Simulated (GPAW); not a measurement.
# WS2 (Tungstenite): G0W0 on several meshes in GPAW

Wanted: mesh dependence and cost of G0W0 for WS2 (Tungstenite).

Main program and level: GPAW 26.7.0; LDA and many-body steps on it, plane waves.

This is a report of a sequence of runs, with most program output left out.

## (1) Starting point

It takes space group R3m (No. 160, trigonal). The conventional cell has a = 3.158 Å, b = 3.158 Å, c = 18.490 Å, α = 90.00°, β = 90.00°, γ = 120.00°. Nearest to W lie 6 S at 2.39 to 2.42 Å. Nearest to S lie 3 W at 2.39 Å. Nearest to S lie 3 W at 2.42 Å. Farther neighbours and most contacts between anions are not listed.

Coordinates:

```
W S
1.0
     1.57900    0.91164    6.16333
    -1.57900    0.91164    6.16333
     0.00000   -1.82327    6.16333
W S
1 2
Cartesian
  0.0000 0.0000 0.0000
  0.0000 0.0000 4.6170
  0.0000 0.0000 7.7473
```

The cell and positions come from the Crystallography Open Database and are kept as given unless a step says otherwise. Spin-orbit coupling is left out unless a step names it.

## (2) Empty states on the mesh, 6×6×6 mesh, 254 bands

This step: GPAW 26.7.0; DFT, LDA, plane waves, PAW.

The sums over transitions need many empty states on a uniform mesh; this step solves for them.

File run.py:

```python
import json
import numpy as np
from gpaw.mpi import world
from gpaw import GPAW

calc = GPAW('gs.gpw').fixed_density(kpts={'size': (6, 6, 6), 'gamma': True},
    parallel={'domain': 1, 'band': 1},
    txt='nscf.txt')
calc.diagonalize_full_hamiltonian(nbands=254)
calc.write('full.gpw', mode='all')
res = {}
kpts = calc.get_ibz_k_points()
res['kpts'] = kpts
res['eigenvalues'] = [calc.get_eigenvalues(kpt=k) for k in range(len(kpts))]
res['n_electrons'] = calc.get_number_of_electrons()

if world.rank == 0:
    with open('result.json', 'w') as f:
        json.dump(res, f, default=lambda x: x.tolist())
```

Launch:

```bash
$ mpirun -n 4 gpaw python run.py
```

Run time: 28 s. Hardware: 4 MPI ranks of Arm Neoverse V1, shared host; peak memory 1.5 GiB.

Numbers from this step:

- gap: 0.9419 eV
- k of the valence top: 0.5, 0.5, 0.5
- k of the conduction bottom: 0.1667, 0, -0.1667
- least direct gap: 1.879 eV
- k points computed: 32
- lowest point of the top converged band, above the valence top: 144.9260 eV

On this mesh the gap is 0.942 eV.

## (3) 6×6×6

G0W0 replaces the xc potential by the self-energy, built once from these orbitals. Only a window of levels is corrected, while the sums run over the empty bands that the input names.

This step: G0W0 on LDA, plane waves, PAW.

File run.py:

```python
import json
import numpy as np
from gpaw.mpi import world
from gpaw.response.g0w0 import G0W0

gw = G0W0('full.gpw',
    filename='gw',
    kpts=[0, 1, 20, 31],
    bands=(11, 15),
    ecut=96,
    nbands=113,
    integrate_gamma='WS',
    ppa=True)
gw.calculate()
res = {mode: {k: v for k, v in r.items() if k != 'sigma_eskwn'}
       for mode, r in gw.all_results.items()}

if world.rank == 0:
    with open('result.json', 'w') as f:
        json.dump(res, f, default=lambda x: x.tolist())
```

Launch:

```bash
$ mpirun -n 4 gpaw python run.py
```

Wall time 11 min (4 MPI ranks); peak memory 2.8 GiB; 42 min of CPU time.

Numbers from this step:

```
G0W0 gap on the mesh                         : 1.358 eV
least direct G0W0 gap on the computed points : 2.520 eV
Z at the valence top                         : 0.7904
Z at the conduction bottom                   : 0.7989
starting gap on the mesh                     : 0.9419 eV
k of the valence top                         : 0.5, 0.5, 0.5
k of the conduction bottom                   : 0.1667, 0, -0.1667
```

The gap on the mesh goes from 0.94 eV to 1.36 eV, a correction of +0.42 eV.

## (4) Empty states on the mesh, 4×4×4 mesh, 123 bands

This step: DFT, LDA, plane waves, PAW.

File run.py:

```python
import json
import numpy as np
from gpaw.mpi import world
from gpaw import GPAW

calc = GPAW('gs.gpw').fixed_density(kpts={'size': (4, 4, 4), 'gamma': True},
    parallel={'domain': 1, 'band': 1},
    txt='nscf.txt')
calc.diagonalize_full_hamiltonian(nbands=123)
calc.write('full.gpw', mode='all')
res = {}
kpts = calc.get_ibz_k_points()
res['kpts'] = kpts
res['eigenvalues'] = [calc.get_eigenvalues(kpt=k) for k in range(len(kpts))]
res['n_electrons'] = calc.get_number_of_electrons()

if world.rank == 0:
    with open('result.json', 'w') as f:
        json.dump(res, f, default=lambda x: x.tolist())
```

Launch:

```bash
$ mpirun -n 4 gpaw python run.py
```

Wall time 16 s (4 MPI ranks); peak memory 1.3 GiB.

This step gave:

| Property | Result |
| --- | --- |
| gap | 1.290 eV |
| k of the valence top | 0.5, 0.5, 0.5 |
| k of the conduction bottom | 0.25, 0, 0 |
| least direct gap | 2.276 eV |
| k points computed | 13 |
| lowest point of the top converged band, above the valence top | 79.4307 eV |

On this mesh the gap is 1.290 eV.

## (5) 4×4×4

This step: G0W0 on LDA, plane waves, PAW.

File run.py:

```python
import json
import numpy as np
from gpaw.mpi import world
from gpaw.response.g0w0 import G0W0

gw = G0W0('full.gpw',
    filename='gw',
    kpts=[0, 2, 12],
    bands=(11, 15),
    ecut=96,
    nbands=113,
    integrate_gamma='WS',
    ppa=True)
gw.calculate()
res = {mode: {k: v for k, v in r.items() if k != 'sigma_eskwn'}
       for mode, r in gw.all_results.items()}

if world.rank == 0:
    with open('result.json', 'w') as f:
        json.dump(res, f, default=lambda x: x.tolist())
```

Launch:

```bash
$ mpirun -n 4 gpaw python run.py
```

Run time: 91 s. Hardware: 4 MPI ranks; peak memory 1.6 GiB.

Numbers from this step:

| Quantity | Value |
| --- | --- |
| G0W0 gap on the points computed | 1.788 eV |
| least direct G0W0 gap on the computed points | 2.882 eV |
| Z at the valence top | 0.7905 |
| Z at the conduction bottom | 0.7975 |
| starting gap on the mesh | 1.290 eV |
| k of the valence top | 0.5, 0.5, 0.5 |
| k of the conduction bottom | 0.25, 0, 0 |

Against G0W0 in GPAW (6×6×6 mesh, 113 bands, screening to 96 eV, Godby-Needs plasmon pole), the gap moves by +0.430 eV.

## (6) Side by side

Times are wall times on 4 MPI ranks of Arm Neoverse V1, shared host, good to a factor of about two.

```
  run   mesh  bands  screening cutoff (eV)  DFT gap (eV)  gap on the mesh (eV)  direct (eV)    time
6×6×6  6×6×6    113                     96         0.942                 1.358        2.520  11 min
4×4×4  4×4×4    113                     96         1.290                 1.788        2.882    91 s
```

## (7) What came out

```json
{
 "6×6×6": "1.358 eV",
 "4×4×4": "1.788 eV",
 "known limits": "not at the basis limit; no spin-orbit coupling"
}
```

In words: 4×4×4: +0.430 eV against 6×6×6, +0.348 eV of it in the start. Bands and cutoff are finite, so the gap is not at the basis limit. The miss can reach some tenths of an eV and take either sign; the mesh is an error of its own. These stock PAW sets were not made for GW; the filled d or f shell of W lies in the frozen core, which bears on start and correction. The many-body steps are scalar-relativistic: spin-orbit coupling is not in them.

[Paths, hosts, dates, memory and timing lines, banners, echoed tables and standing remarks are left out of the program output.]

[Logs are printed without paths, hosts, clocks, repeated set-up lines and the standing remarks that a program may print on its own settings, such as how far it seeks lower states.]

[Runs of the session that timed out or met a known fault of the program may be left out.]

[Hosts, paths, dates, database ids (printed as entryN), source tags and the programs' standing remarks are cut or masked in the printed files.]
